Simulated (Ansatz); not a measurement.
# Lattice dynamics of LiMgBr3 (model cell, started as cubic perovskite with Mg in the octahedra), part 2 of 2

Wanted: vibrations and spectra of LiMgBr3 (model cell, started as cubic perovskite with Mg in the octahedra); the cell is already relaxed. After the zone centre comes a 2×2×2 q mesh on a 6×6×6 k mesh.

Ansatz 0.2.0; DFT PBEsol, scalar-relativistic, plane waves, PAW; PAW set soft_1.

So far. Step 2 (Zone-centre response): Before it was imposed, the acoustic sum rule was missed by 2.0e-4 eV/Å² and the charge sum rule by 0.0017 e. Small misses are needed for a sound result but don't prove that mesh and cutoff are converged. The lowest optical mode is imaginary, 175.8i cm⁻¹, so the energy falls along it.

The structure was built from a prototype and need not be the compound's stable phase.

**3. Phonons on a q mesh**

Stability and thermal properties need the whole zone. Linear response on a 2×2×2 q mesh gives force constants as far as a supercell of that size would, and the tensors from the zone-centre run are typed in so that the long-range dipole term is interpolated apart.

The input, input.yaml:

```yaml
crystal:
  lattice:
    - [5.2123358958, 0.0, 0.0]
    - [0.0, 5.2123358958, 0.0]
    - [0.0, 0.0, 5.2123358958]
  atoms:
    - { symbol: Li, position: [0.0, 0.0, 0.0] }
    - { symbol: Mg, position: [0.5, 0.5, 0.5] }
    - { symbol: Br, position: [0.5, 0.5, 0.0] }
    - { symbol: Br, position: [0.5, 0.0, 0.5] }
    - { symbol: Br, position: [0.0, 0.5, 0.5] }
kpoints:
  mp_grid: { grid: [6, 6, 6] }
hamiltonian:
  xc: pbesol
  pseudopotentials: { kind: paw, azcp: { folder: soft_1 }, xc_functional: pbe }
scf:
  occupations: { method: fixed }
output:
  eigenvalues: true
phonons:
  method: dfpt
  qmesh: [2, 2, 2]
  temperatures: { t_max: 1000, t_step: 50 }
  qpath:
    path:
      - [[0.0, 0.0, 0.0], [0.0, 0.5, 0.0], [0.5, 0.5, 0.0], [0.0, 0.0, 0.0], [0.5, 0.5, 0.5], [0.0, 0.5, 0.0]]
      - [[0.5, 0.5, 0.5], [0.5, 0.5, 0.0]]
    npoints: 10
  non_analytic_term:
    high_frequency_dielectric_tensor: [[3.3007, 0.0, 0.0], [0.0, 3.3007, 0.0], [0.0, 0.0, 3.3007]]
    born_effective_charges:
      - { species: Li, tensor: [[1.4392, 0.0, 0.0], [0.0, 1.4392, 0.0], [0.0, 0.0, 1.4392]] }
      - { species: Mg, tensor: [[2.3693, 0.0, 0.0], [0.0, 2.3693, 0.0], [0.0, 0.0, 2.3693]] }
      - { species: Br, tensor: [[-0.8839, 0.0, 0.0], [0.0, -0.8839, 0.0], [0.0, 0.0, -2.0407]] }
      - { species: Br, tensor: [[-0.8839, 0.0, 0.0], [0.0, -2.0407, 0.0], [0.0, 0.0, -0.8839]] }
      - { species: Br, tensor: [[-2.0407, 0.0, 0.0], [0.0, -0.8839, 0.0], [0.0, 0.0, -0.8839]] }
    source: "zone-centre run at this cell"
```

Run with:

```
> ansatz run input.yaml --threads 8 --pin off --max-ram 16384MiB --backend cpu --events-out ev --progress --plain --runs-dir out
```

Numbers of over 12 decimals in the logs are rounded to 6 here.

What it wrote:

```text
[...]
Crystal: 5 atoms, lattice volume = 141.611 Å³
Basis set: ecut = 420 eV, 2777 PW (Γ), exchange–correlation on 72×72×72 points (8 copies of the dense FFT grid, shifted against one another)
Bands: 22, of which v1, the nominal top of the filled ones, is band 17 counted from 1 (16 counted from 0)
Symmetry: 48 space group operations
k-points: 20 of 216
[...]
SCF iter   1: F=—  HF=-10331.144700 eV  |F-HF|=—  |Δ(HF+E_count)|=         —  Δρ=3.53e-2  dr2=1.38e0  ethr=3.10e-3  ⟨swp⟩=4.5  Hψ=1973  notcnv=0  defer=49
[...]
SCF iter  10: F=-10330.700962 eV  HF=-10330.700962 eV  |F-HF|=7.28e-12  |Δ(HF+E_count)|=  2.00e-10  Δρ=6.06e-8  dr2=5.29e-12  ethr=1.00e-12  ⟨swp⟩=12.4  Hψ=2765  notcnv=0
SCF 1 converged in 10 iterations: F = -10330.700962 eV  dr2 = 5.29e-12
[...]
NSCF: frozen V_eff on 20 k-points
[...]
DFPT response loops at q = (0, 0, 0) (fractional): preconditioner auto → none (the input reference at scf.mixing.eps_inf says where Resta's filter doesn't serve); β = 0.50; Broyden in place of MSR1
[...]
SCF converged after 10 iterations
Free energy (F): -10330.700962 eV
[...]
Internal energy: -10330.700962 eV  (E = F + TS)
E sigma→0 (E₀):  -10330.700962 eV
Fermi energy:    1.967920 eV
[...]
--- Band table (eV; the first three rows and the last of 20) ---
  k-point 0: bands = [... 13 lower, 1.0803, 1.3781, 1.3781, 1.3781, 4.8368, 4.9424, 8.8370, 8.8370, ... 1 higher]
  k-point 1: bands = [... 13 lower, 0.9964, 1.0148, 1.3204, 1.3204, 5.1802, 5.3989, 8.4507, 8.8617, ... 1 higher]
  k-point 2: bands = [... 13 lower, 0.7002, 0.8906, 1.2907, 1.2907, 5.8879, 6.4824, 7.6796, 8.7094, ... 1 higher]
  k-point 19: bands = [... 13 lower, 0.7915, 1.9679, 1.9679, 1.9679, 5.5787, 7.7993, 7.7993, 7.7993, ... 1 higher]
--- Phonons (Γ-DFPT): 4 representative perturbations + reference (Σ response iterations 12) ---
  ASR residual: 1.990e-4 → 0.000e0 eV/Å²; symmetrization residual: 6.076e-7 eV/Å²
  ASR residual per site (eV/Å²): 1.56e-5 1.99e-4 4.39e-5 4.39e-5 4.39e-5
[...]
--- Phonons (arbitrary-q DFPT): 4 irreducible q on the 2×2×2 mesh ---
  q = [0.0000, 0.0000, 0.0000] (star 1, of the zone-centre solve; hermiticity 1.82e-7, symmetrization 5.26e-12): -175.82 -175.82 -175.82 -9.94 -9.94 -9.94 0.00 0.00 0.00 83.42 83.42 83.42 238.14 238.14 238.14
  q = [0.0000, 0.0000, -0.5000] (star 3, 9 solved perturbations in 504 linear systems a pass and spin channel, the states on 64 of 216 k-point pairs; hermiticity 1.61e-7, symmetrization 2.75e-8): -167.05 -167.05 -19.41 -19.41 15.59 48.75 48.75 59.11 59.60 84.36 84.36 186.55 237.76 237.76 258.32
[...]
sum rule: each row above includes the acoustic sum rule's correction from the zone centre's row sums; it moved no ω² by more than (1.49 cm⁻¹)²
  mesh force constants: q→R imaginary residual 3.49e-18; ASR residual 1.990e-4 → 0.000e0 eV/Å²; symmetrization residual 7.994e-15 eV/Å²
  interpolated dispersion: 63 rows × 15 modes
  density of states and harmonic sums: on the 12×12×12 q-mesh, interpolated from the force constants of a 2×2×2 supercell (with the dipole–dipole term of supplied tensors)
  largest difference from the sums on the solved wave vectors: F 7.23e-2 eV, S 9.60e-5 and C_V 3.20e-5 eV/K
  zero-point energy: 0.084503 eV/cell   skipped modes (ω ≤ 0): 435, of them read as no rigid motion or as one in doubt: 432 (5.149e0 modes/cell left out, lowest -175.82 cm⁻¹)   left out of the sums: 3.43e-1 of the cell's modes: C_V's classical limit lies that fraction below 3 k_B per atom; for a crystal, a wire or a layer, F and S can be off by more, and a phonons.interpolated_qmesh denser along its periods is the remedy for the sampling
```

Elapsed: 41 s, on 8 threads of Arm Neoverse V2, shared host; peak memory 0.9 GiB.

This step gave:

* sum-rule residual before enforcement: 1.99e-4 eV/Å²
* lowest frequency on the path: -175.8 cm⁻¹
* highest frequency on the path or at a solved wavevector: 307.6 cm⁻¹
* lowest mode on the q mesh (acoustic modes at Γ apart): -175.8 cm⁻¹

Frequencies (cm⁻¹) solved at each irreducible wavevector; negative means imaginary. Frequencies by wavevector, by row:

```csv
q in reciprocal lattice units,star,mode 1,mode 2,mode 3,mode 4,mode 13,mode 14,mode 15
0 0 0,1,-175.8,-175.8,-175.8,-9.9,238.1,238.1,238.1
0 0 -0.5,3,-167.1,-167.1,-19.4,-19.4,237.8,237.8,258.3
0 -0.5 -0.5,3,-155.5,-151.2,-151.2,-66.5,237.5,270.6,270.6
-0.5 -0.5 -0.5,1,-172.7,-172.7,-172.7,-66.6,271.7,271.7,271.7
```

Interpolated from a 2×2×2 q mesh, with the LO-TO term (at Γ the limit along the path; where Γ stands inside the path, tables give the limit on arrival). Phonon branches along the path, in cm⁻¹:

```
    point  branch 1  branch 2  branch 3  branch 4  branch 12  branch 13  branch 14  branch 15
        Γ      -176      -176       -88       -10         96        238        238        308
  halfway      -172      -172       -36       -14        129        238        238        290
        X      -167      -167       -19       -19        187        238        238        258
  halfway      -162      -159      -110       -50        168        238        259        265
        M      -156      -151      -151       -66        184        238        271        271
  halfway      -167      -156      -106       -40        138        238        239        288
        Γ      -176      -176       -88       -10         96        238        238        308
  halfway      -160      -160      -125       -44        148        242        242        284
        R      -173      -173      -173       -67        196        272        272        272
  halfway      -165      -158      -138       -53        169        246        264        267
        X      -167      -167       -19       -19        187        238        238        258
jump to R      -173      -173      -173       -67        196        272        272        272
  halfway      -164      -162      -162       -67        184        254        271        271
        M      -156      -151      -151       -66        184        238        271        271
```

The phonon density of states has structure finer than the step of the table below, so its rows give means over 20 cm⁻¹, whole bins alone (the curve runs from -178 to 308 cm⁻¹). Peaks (cm⁻¹: height): -162.5: 0.158, -57.5: 0.0415, 77.5: 0.0792, 127.5: 0.0982, 167.5: 0.0331, 237.5: 0.167, 272.5: 0.0746.

Tetrahedra on a 12×12×12 mesh, mean over bins of 5 cm-1. Interpolated from a 2×2×2 q mesh. The phonon density of states by wavenumber; means over each step:

```
wavenumber (cm⁻¹)  phonon density of states (1/cm⁻¹/cell)
             -160                                  0.0948
             -140                                  0.0133
             -120                                  0.0104
             -100                                 0.00950
              -80                                 0.00727
              -60                                  0.0330
              -40                                  0.0377
              -20                                  0.0307
                0                                  0.0202
               20                                  0.0242
               40                                  0.0361
               60                                  0.0618
               80                                  0.0716
              100                                  0.0367
              120                                  0.0516
              140                                  0.0133
              160                                  0.0204
              180                                  0.0161
              200                                  7.3e-4
              220                                       0
              240                                  0.0674
              260                                  0.0421
              280                                  0.0345
```

The partial phonon density of states has structure finer than the step of the table below, so its rows give means over 20 cm⁻¹, whole bins alone (the curve runs from -186 to 324 cm⁻¹). Peaks (cm⁻¹: height): Br -51.1: 0.0443, -35.0: 0.0489, -19.0: 0.0359, 77.3: 0.0730, 125.4: 0.0690, 167.1: 0.0239, 237.7: 0.0324; Li -163.4: 0.125; Mg 96.6: 0.0128, 237.7: 0.0768, 269.8: 0.0584.

Phonopy on the run's constants, 11x11x11 mesh, Gaussian sigma 3.6 cm-1. Interpolated from a 2×2×2 q mesh. The partial phonon density of states by wavenumber; means over each step; values in 1/cm⁻¹/cell:

```
wavenumber (cm⁻¹)       Br       Li       Mg
             -160  0.00510   0.0874   7.5e-4
             -140  0.00131   0.0122   3.7e-4
             -120  0.00136  0.00919   4.3e-4
             -100  0.00128  0.00744   4.9e-4
              -80  0.00164  0.00441   3.3e-4
              -60   0.0320  0.00217   9.7e-5
              -40   0.0391   8.4e-4   3.3e-5
              -20   0.0303   4.0e-4   1.8e-4
                0   0.0109   9.1e-5   1.2e-4
               20   0.0280   6.4e-4   4.5e-4
               40   0.0342  0.00235  0.00110
               60   0.0561  0.00317  0.00121
               80   0.0655  0.00243  0.00476
              100   0.0254   9.7e-4  0.00854
              120   0.0449  0.00125  0.00525
              140   0.0128   2.6e-4  0.00168
              160   0.0172   3.2e-4  0.00259
              180   0.0147   2.5e-4  0.00141
              200   9.1e-4   1.4e-6   4.3e-5
              220   4.1e-4   4.7e-7   9.1e-4
              240   0.0175   2.2e-4   0.0486
              260  0.00327   8.8e-4   0.0383
              280  0.00422  0.00142   0.0283
              300  0.00148   5.0e-4  0.00432
```

Symmetry leaves 4 wavevectors to solve. The lowest mode among them, the acoustic zeros apart, lies at Γ and is imaginary, 175.8i cm⁻¹, so the energy falls along it.

**4. Summary of results**

| Property | Result |
| --- | --- |
| space group (within 0.01 Å) | Pm-3m |
| volume per atom | 28.3 Å³ |
| gap on the k-mesh | 2.87 eV |
| highest optical mode at the zone centre (no LO-TO term) | 238 cm⁻¹ |
| top of the zone-centre spectrum with the field | 308 cm⁻¹ |
| lowest optical zone-centre mode | -176 cm⁻¹ |
| mean high-frequency dielectric constant | 3.30 |
| largest Born charge (third of the trace) | 2.37 e |
| lowest mode on the q mesh (acoustic modes at Γ apart) | -176 cm⁻¹ |
| highest frequency on the path or at a solved wavevector | 308 cm⁻¹ |
| imaginary modes on the 2×2×2 q mesh | yes |

What this shows: Modes are clearly imaginary (beyond 10i cm⁻¹) at 4 of the 4 irreducible wavevectors, most at Γ (175.8i cm⁻¹), so this structure is not a minimum of the energy. Without the field, the optical modes at Γ span -176 to 238 cm⁻¹ (negative means imaginary). With the macroscopic field of the longitudinal modes the top of the zone-centre spectrum lies at 308 cm⁻¹, against 238 cm⁻¹ without it. Among the real modes, the strongest infrared line is at 238 cm⁻¹. The PAW files were made for PBE and serve the other functionals too. The starting cell was built on a prototype and not taken from a measurement, so the phase need not exist. These are harmonic frequencies at zero temperature: anharmonic shifts, linewidths and thermal expansion are left out.

[Logs are printed without paths, hosts, clocks, repeated set-up lines and the standing remarks that a program may print on its own settings, such as how far it seeks lower states.]

[Hosts, paths, dates, database ids (printed as entryN), source tags and the programs' standing remarks are cut or masked in the printed files.]
